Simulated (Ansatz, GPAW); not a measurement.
# A 8-layer slab of W(111): simulated STM images, part 2 of 2

Aim: Tersoff-Hamann images of a 8-layer slab of W(111) at several biases.

GPAW 26.7.0 and Ansatz 0.2.0; Ansatz plane waves; slab in vacuum with a dipole correction, relaxation (the session's first sound run).

So far, dipole along the normal (e·Å): step 2 (relaxing the atoms, PBE) -0.0129; step 3 (the slab's potential, PBE, GPAW) -0.0126.

## Step 4: A second plane-wave code

A second program with its own datasets checks the number independently.

This step: Ansatz plane waves; slab in vacuum with a dipole correction (Ansatz 0.2.0).

Input file input.yaml:

```yaml
crystal:
  lattice:
    - [4.4689148571, 0.0, 0.0]
    - [2.2344574285, 3.8701937936, 0.0]
    - [0.0, 0.0, 20.3854939772]
  atoms:
    - { symbol: W, position: [0.6666666667, 0.6666666667, 0.3433814264] }
    - { symbol: W, position: [0.0, 0.0, 0.3881295903] }
    - { symbol: W, position: [0.3333333333, 0.3333333333, 0.4328777542] }
    - { symbol: W, position: [0.6666666667, 0.6666666667, 0.4776259181] }
    - { symbol: W, position: [0.0, 0.0, 0.5221447766] }
    - { symbol: W, position: [0.3333333333, 0.3333333333, 0.5739072716] }
    - { symbol: W, position: [0.6666666667, 0.6666666667, 0.609484348] }
    - { symbol: W, position: [0.0, 0.0, 0.6466219203] }
kpoints:
  mp_grid: { grid: [8, 8, 1] }
hamiltonian:
  xc: pbe
scf:
  occupations: { method: fermi_dirac, width: 0.1 }
efield:
  axis: 3
  dipole_correction: true
  ramp_width: 0.05
output:
  forces: true
  band_densities: [{ e_range: [-1.0, 0] }, { e_range: [0, 1.0] }]
  write_potential: true
  write_density: true
  volumetric_format: npy
```

Launch:

```bash
$ ansatz run input.yaml --threads 2 --pin off --max-ram 4096MiB --backend cpu --events-out ev --progress --plain --runs-dir out
```

Wall time 36 s (2 threads of Arm Neoverse N1, shared host); peak memory 0.64 GiB; 61 s of CPU time.

Numbers from this step:

```yaml
lower_work_function: 4.036 eV
dipole_along_the_normal: -0.01299 e·Å
dipole_field: -0.006668 V/Å
vacuum_level_above: 9.686 eV
vacuum_level_below: 9.551 eV
corrugation_e_range_minus_1_0_4: 0.1535 Å
decay_e_range_minus_1_0: 1.097 Å⁻¹
apparent_barrier_e_range_minus_1_0: 4.581 eV, hbar² kappa² / 2m (holds the in-plane momentum too)
corrugation_e_range_0_1_4: 0.4538 Å
decay_e_range_0_1: 1.071 Å⁻¹
apparent_barrier_e_range_0_1: 4.369 eV, hbar² kappa² / 2m (holds the in-plane momentum too)
```

Electrostatic potential energy of an electron (with the applied field's), less the Fermi level, planar mean against z:

| z (Å) | electrostatic potential energy of an electron (with the applied field's), less the Fermi level, planar mean (eV) |
| --- | --- |
| 0.0 | 4.09 |
| 0.5 | 4.04 |
| 1.0 | 4.04 |
| 1.5 | 4.04 |
| 2.0 | 4.04 |
| 2.5 | 4.03 |
| 3.0 | 4.03 |
| 3.5 | 4.03 |
| 4.0 | 4.00 |
| 4.5 | 3.94 |
| 5.0 | 3.74 |
| 5.5 | 3.13 |
| 6.0 | 1.20 |
| 6.5 | -4.15 |
| 7.0 | -9.22 |
| 7.5 | -12.1 |
| 8.0 | -12.0 |
| 8.5 | -12.7 |
| 9.0 | -12.5 |
| 9.5 | -12.7 |
| 10.0 | -12.7 |
| 10.5 | -11.9 |
| 11.0 | -11.3 |
| 11.5 | -12.2 |
| 12.0 | -14.9 |
| 12.5 | -15.1 |
| 13.0 | -13.0 |
| 13.5 | -6.99 |
| 14.0 | -0.393 |
| 14.5 | 2.79 |
| 15.0 | 3.74 |
| 15.5 | 4.04 |
| 16.0 | 4.13 |
| 16.5 | 4.16 |
| 17.0 | 4.17 |
| 17.5 | 4.17 |
| 18.0 | 4.17 |
| 18.5 | 4.17 |
| 19.0 | 4.17 |
| 19.5 | 4.17 |
| 20.0 | 4.14 |

The valence density, planar mean by z:

z (Å), valence density, planar mean (e/Å³) and a bar:
```
        3       0.00 
        4       0.00 
        5       0.01 
        6       0.09 ##
        7       0.75 #####################
        8       0.87 ########################
        9       0.88 ########################
       10       0.89 #########################
       11       0.80 ######################
       12       1.07 ##############################
       13       0.95 ###########################
       14       0.17 #####
       15       0.01 
       16       0.00 
       17       0.00 
       18       0.00
```

E_range_-1_0. The planar mean of the window's density by height over the top atom:

| height over the top atom (Å) | planar mean of the window's density (e/Å³) |
| --- | --- |
| 1.50 | 0.0122 |
| 1.70 | 0.00834 |
| 1.90 | 0.00561 |
| 2.10 | 0.00373 |
| 2.30 | 0.00246 |
| 2.50 | 0.00162 |
| 2.70 | 0.00106 |
| 2.90 | 7.0e-4 |
| 3.10 | 4.5e-4 |
| 3.30 | 3.0e-4 |
| 3.50 | 1.9e-4 |
| 3.70 | 1.2e-4 |
| 3.90 | 8.1e-5 |
| 4.10 | 5.2e-5 |
| 4.30 | 3.3e-5 |
| 4.50 | 2.1e-5 |
| 4.70 | 1.4e-5 |
| 4.90 | 8.8e-6 |
| 5.10 | 5.6e-6 |
| 5.30 | 3.5e-6 |
| 5.50 | 2.2e-6 |
| 5.70 | 1.4e-6 |
| 5.90 | 8.6e-7 |
| 6.10 | 5.3e-7 |

Density over a1 and a2. Constant height 4 Å over the top atom, window e_range_-1_0.

Values in units of 1e-5 e/Å³, 12 rows by 16 columns, each cell a mean:
```
7.4 7.3 7.2 7.1 6.9 6.7 6.6 6.5 6.4 6.4 6.5 6.6 6.8 7.0 7.2 7.3
7.2 7.2 7.1 7.1 7.0 6.8 6.8 6.7 6.7 6.7 6.7 6.7 6.8 6.9 7.0 7.1
6.8 6.8 6.8 6.8 6.8 6.8 6.8 6.8 6.8 6.8 6.8 6.8 6.8 6.8 6.8 6.8
6.5 6.5 6.5 6.5 6.5 6.5 6.6 6.7 6.8 6.9 6.9 6.9 6.8 6.8 6.7 6.6
6.3 6.2 6.1 6.0 6.1 6.2 6.3 6.4 6.6 6.7 6.8 6.9 6.8 6.7 6.6 6.4
6.2 6.0 5.8 5.7 5.7 5.8 5.9 6.1 6.4 6.6 6.7 6.8 6.8 6.7 6.6 6.4
6.2 5.9 5.7 5.5 5.5 5.5 5.6 5.8 6.0 6.3 6.5 6.7 6.8 6.8 6.6 6.4
6.3 6.0 5.8 5.5 5.4 5.4 5.4 5.6 5.8 6.1 6.4 6.6 6.8 6.8 6.8 6.6
6.6 6.3 6.0 5.7 5.5 5.4 5.4 5.5 5.7 6.0 6.3 6.5 6.8 6.9 6.9 6.8
6.9 6.6 6.3 6.0 5.8 5.6 5.5 5.6 5.7 5.9 6.2 6.5 6.8 7.0 7.1 7.1
7.2 7.0 6.8 6.5 6.2 6.0 5.8 5.8 5.9 6.0 6.2 6.5 6.8 7.1 7.2 7.3
7.4 7.3 7.1 6.8 6.6 6.4 6.2 6.1 6.1 6.2 6.3 6.5 6.8 7.1 7.3 7.4
```
Columns: a1 from 0 to 0.967; rows upwards: a2 from 0 to 0.967.

Tip height over the top atom over a1 and a2. Constant current at the density 6.485e-05 e/Å^3, window e_range_-1_0.

Values in Å, 12 rows by 16 columns, each cell a mean:
```
4.05 4.05 4.05 4.04 4.03 4.01 4.00 4.00 3.99 4.00 4.00 4.01 4.02 4.03 4.04 4.05
4.04 4.04 4.04 4.04 4.03 4.02 4.02 4.01 4.01 4.01 4.01 4.02 4.02 4.03 4.03 4.04
4.02 4.02 4.02 4.02 4.02 4.02 4.02 4.02 4.02 4.02 4.02 4.02 4.02 4.02 4.02 4.02
4.00 4.00 4.00 4.00 4.00 4.00 4.01 4.02 4.02 4.02 4.03 4.03 4.02 4.02 4.01 4.01
3.98 3.98 3.97 3.97 3.97 3.98 3.99 4.00 4.01 4.02 4.02 4.03 4.02 4.02 4.01 4.00
3.98 3.96 3.95 3.94 3.94 3.95 3.96 3.97 3.99 4.00 4.02 4.02 4.02 4.02 4.01 3.99
3.98 3.96 3.94 3.92 3.92 3.92 3.93 3.95 3.97 3.99 4.00 4.02 4.02 4.02 4.01 4.00
3.99 3.97 3.94 3.92 3.91 3.91 3.91 3.93 3.95 3.97 3.99 4.01 4.02 4.02 4.02 4.01
4.01 3.99 3.96 3.94 3.92 3.91 3.91 3.92 3.94 3.96 3.98 4.00 4.02 4.03 4.03 4.02
4.03 4.01 3.99 3.97 3.95 3.93 3.92 3.93 3.94 3.96 3.98 4.00 4.02 4.03 4.04 4.04
4.05 4.03 4.02 4.00 3.98 3.96 3.95 3.95 3.95 3.96 3.98 4.00 4.02 4.04 4.05 4.05
4.06 4.05 4.04 4.02 4.01 3.99 3.98 3.97 3.97 3.98 3.99 4.00 4.02 4.04 4.05 4.06
```
Columns: a1 from 0 to 0.967; rows upwards: a2 from 0 to 0.967.

E_range_0_1. The planar mean of the window's density by height over the top atom:

| height over the top atom (Å) | planar mean of the window's density (e/Å³) |
| --- | --- |
| 1.50 | 0.0105 |
| 1.70 | 0.00740 |
| 1.90 | 0.00512 |
| 2.10 | 0.00348 |
| 2.30 | 0.00235 |
| 2.50 | 0.00157 |
| 2.70 | 0.00104 |
| 2.90 | 6.9e-4 |
| 3.10 | 4.6e-4 |
| 3.30 | 3.0e-4 |
| 3.50 | 2.0e-4 |
| 3.70 | 1.3e-4 |
| 3.90 | 8.4e-5 |
| 4.10 | 5.5e-5 |
| 4.30 | 3.6e-5 |
| 4.50 | 2.3e-5 |
| 4.70 | 1.5e-5 |
| 4.90 | 9.7e-6 |
| 5.10 | 6.2e-6 |
| 5.30 | 4.0e-6 |
| 5.50 | 2.6e-6 |
| 5.70 | 1.6e-6 |
| 5.90 | 1.0e-6 |
| 6.10 | 6.5e-7 |

Density over a1 and a2. Constant height 4 Å over the top atom, window e_range_0_1.

Values in units of 1e-5 e/Å³, 12 rows by 16 columns, each cell a mean:
```
9.7 9.6 9.3 8.7 8.1 7.4 6.8 6.4 6.2 6.3 6.6 7.1 7.8 8.4 9.0 9.5
9.1 9.2 9.0 8.7 8.3 7.8 7.3 6.9 6.7 6.6 6.7 7.0 7.4 7.9 8.4 8.8
8.1 8.2 8.2 8.1 7.9 7.7 7.4 7.1 7.0 6.9 6.9 6.9 7.1 7.4 7.6 7.9
7.1 7.1 7.1 7.1 7.1 7.0 7.0 7.0 6.9 6.9 6.9 6.9 6.9 7.0 7.0 7.1
6.2 6.1 6.0 5.9 6.0 6.1 6.2 6.4 6.6 6.8 6.9 6.9 6.9 6.7 6.6 6.4
5.8 5.4 5.2 5.0 5.0 5.1 5.4 5.7 6.1 6.5 6.8 6.9 6.9 6.8 6.5 6.2
5.8 5.3 4.8 4.5 4.3 4.3 4.6 5.0 5.6 6.1 6.6 7.0 7.2 7.1 6.9 6.4
6.4 5.7 5.0 4.4 4.1 4.0 4.1 4.5 5.1 5.8 6.5 7.1 7.5 7.6 7.4 7.0
7.3 6.5 5.7 5.0 4.4 4.1 4.1 4.3 4.9 5.6 6.4 7.2 7.8 8.2 8.2 7.9
8.3 7.6 6.8 5.9 5.2 4.7 4.4 4.5 4.9 5.6 6.4 7.2 8.0 8.6 8.9 8.8
9.3 8.7 8.0 7.1 6.3 5.6 5.2 5.0 5.2 5.7 6.4 7.3 8.1 8.8 9.3 9.5
9.8 9.4 8.8 8.1 7.3 6.6 6.0 5.7 5.7 6.0 6.5 7.2 8.0 8.8 9.4 9.7
```
Columns: a1 from 0 to 0.967; rows upwards: a2 from 0 to 0.967.

Tip height over the top atom over a1 and a2. Constant current at the density 6.819e-05 e/Å^3, window e_range_0_1.

Ten even steps from '0' (3.71 Å) to '9' (4.16 Å), each cell a mean:
```
999999887766655555566677889999
999999888777666555566677888999
999999888877766666666677788899
888888888877766666666667777888
888888888777776666666666777778
777777777777766666666666667777
666666666666666666666666666666
655555555556666666666666666666
555444444445555566666666666555
444433333334445555666666666555
443332222223344455666666666555
443322111111233445566666666655
543321100001122344566667776665
554322100000012334556677777766
655432210000011234556677777777
766543221000001234456677888877
876654332110011233456678888888
887765543221111233456778889998
988876654332222234456778899999
999887765543333334456778899999
999988776654444444556678899999
999998877665544445556678889999
```
Columns: a1 from 0 to 0.967; rows upwards: a2 from 0 to 0.967.

Force by atom:

| atom | x (eV/Å) | y (eV/Å) | z (eV/Å) | size |
| --- | --- | --- | --- | --- |
| W1 | 0.00 | 0.00 | 1.92 | 1.92 |
| W2 | 0.00 | 0.00 | -0.25 | 0.25 |
| W3 | 0.00 | 0.00 | -1.05 | 1.05 |
| W4 | 0.00 | 0.00 | -0.61 | 0.61 |
| W5 | 0.00 | 0.00 | 0.00 | 0.00 |
| W6 | 0.00 | 0.00 | 0.00 | 0.00 |
| W7 | 0.00 | 0.00 | 0.00 | 0.00 |
| W8 | 0.00 | 0.00 | 0.00 | 0.00 |

The upper face's work function is 4.172 eV, against 4.172 eV in the first plane-wave PBE run at this geometry.

## Step 5: Side by side

Results and costs are gathered.

This step: comparison of work functions, dipole and cost (GPAW 26.7.0).

Ladder, by row:

| step | code | work function, upper (eV) | work function, lower (eV) | dipole (e Å) | wall time (s) | peak memory (GiB) | threads |
| --- | --- | --- | --- | --- | --- | --- | --- |
| pw | GPAW | 4.172 | 4.038 | -0.0126 | 1300 | 0.71 | 2 |
| ansatz | Ansatz | 4.172 | 4.036 | -0.01299 | 35.97 | 0.639 | 2 |

## Step 6: Outcome

```yaml
work_function_upper_and_lower_face: 4.172 and 4.038 eV
dipole_along_the_normal: -0.0126 e Å
corrugation_at_minus_1_v: 0.151 Å
corrugation_at_1_v: 0.458 Å
```

What this shows: The corrugation at constant current is largest at 1 V, where the tip height varies by 0.46 Å over the cell. Negative sample bias images filled states, positive bias empty ones. The two faces differ by 0.13 eV, the step that the slab's dipole makes (e p/(ε0 A) gives 0.13 eV), so the dipole layer is needed. The lowest atoms were held at bulk positions, which alone makes the faces unlike. The measured value for this face is 4.47 eV (as compiled in "Anisotropic work function of elemental crystals", 2019, arxiv:1902.07811); the relaxed upper face lies 0.30 eV under it with PBE. Measured work functions scatter by a tenth of an eV or more between methods. The two plane-wave codes differ by 4.5e-4 eV on the upper face. The images are of Tersoff-Hamann type: an s-wave tip, no tip-sample forces, heights closer than in a microscope. Ansatz gives corrugations of 0.15 Å at -1 V (GPAW 0.15) and 0.45 Å at 1 V (GPAW 0.46). GPAW's time includes a further run over the whole zone for the images, so the two times are not like for like. The slab is only 6.2 Å thick between its outer nuclei, so the values belong to this film more than to the surface of the bulk metal. The in-plane lattice was kept as typed, which isn't the functional's own and leaves some strain; spin-orbit coupling and temperature are left out.

[Logs are printed without paths, hosts, clocks, repeated set-up lines and the standing remarks that a program may print on its own settings, such as how far it seeks lower states.]

[Hosts, paths, dates, database ids (printed as entryN), source tags and the programs' standing remarks are cut or masked in the printed files.]
